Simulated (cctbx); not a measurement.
# Accept or mend?

Cell a = 4.6670 Å, b = 4.6670 Å, c = 5.7690 Å, α = 90.00°, β = 90.00°, γ = 120.00°; space group P6_3/mmc (no. 194).

Simulated single-crystal data (cctbx): Cu Kα, λ = 1.54184 Å, to d = 0.83 Å, 80 % of the full sphere, strongest reflection 70000 counts, noise from counting, a 6 % proportional error and a noise floor of 4 counts (s.d.); no absorption.

An anisotropic refinement with weights 1/σ² prints:

```text
Rint 0.046, 52 unique reflections to 0.84 A
cycle     R1     wR2    GooF  max shift (A)
   1  0.2119  0.4108  20.493   0.00000
   2  0.2119  0.3751  18.715   0.00000
final R1 0.2119 wR2 0.3751 GooF 18.715  parameters 4  data/parameter 13.0
atom        x        y        z      Ueq    occ   su(xyz)  su(Uiso or U11)
Pb1    0.33333  0.66667  0.25000   0.0025  1.000  0.00000  0.0042
Rh1    0.33333  0.66667  0.75000   0.0111  1.000  0.00000  0.0064
difference map: max 91.25 min -5.94 rms 6.40
Q1    0.0000  0.0000  0.0000    2   91.25  3.06 A from Rh1
Q2    0.3333  0.6667  0.2500    2   60.61  0.00 A from Pb1
Q3    0.3333  0.6667  0.7500    2   52.44  0.00 A from Rh1
Q4    0.0110  0.1976  0.1577   24    3.52  2.01 A from Pb1
Q5    0.1882  0.3764  0.7500    6    3.32  1.17 A from Rh1
Q6    0.1471  0.4677  0.6048   24    2.97  1.23 A from Rh1
```

**Question.** Can this result stand? If not, what is the likely fault?

Mend it. The fault: an atom left out, Fe at (0, 0, 0). Against the right model at the same level, R1 goes from 0.0115 to 0.2119 and GooF from 0.98 to 18.71 and the top difference peak, 91.2 e/Å³, lies 3.06 Å from Rh1. Q1 is the missing atom. With scattering power missing, scale and phases suffer, so peaks may also grow on the heavy atoms.

The compound is FeRhPb. The right model at the same level gives:

```text
Rint 0.046, 52 unique reflections to 0.84 A
cycle     R1     wR2    GooF  max shift (A)
   1  0.0117  0.0209   1.064   0.00000
   2  0.0115  0.0192   0.976   0.00000
final R1 0.0115 wR2 0.0192 GooF 0.976  parameters 6  data/parameter 8.7
atom        x        y        z      Ueq    occ   su(xyz)  su(Uiso or U11)
Pb1    0.33333  0.66667  0.25000   0.0075  1.000  0.00000  0.0002
Rh1    0.33333  0.66667  0.75000   0.0079  1.000  0.00000  0.0003
Fe1    0.00000  0.00000  0.00000   0.0134  1.000  0.00000  0.0006
difference map: max 0.55 min -1.32 rms 0.24
Q1    0.0000  0.0000  0.2500    2    0.61  1.44 A from Fe1
Q2    0.2097  0.4194  0.9990   12    0.49  1.70 A from Fe1
Q3    0.0127  0.1922  0.0978   24    0.39  1.04 A from Fe1
Q4    0.0000  0.5000  0.0000    6    0.37  1.97 A from Rh1
Q5    0.0361  0.2665  0.2500   12    0.23  1.68 A from Pb1
Q6    0.3333  0.6667  0.2500    2    0.11  0.00 A from Pb1
```

The model was made for the exercise: a known structure type with other elements put in, its volume estimated, not relaxed; displacement parameters are assumed.

[Middle refinement cycles are left out of these outputs.]

[Logs are printed without paths, hosts, clocks, repeated set-up lines and the standing remarks that a program may print on its own settings, such as how far it seeks lower states.]
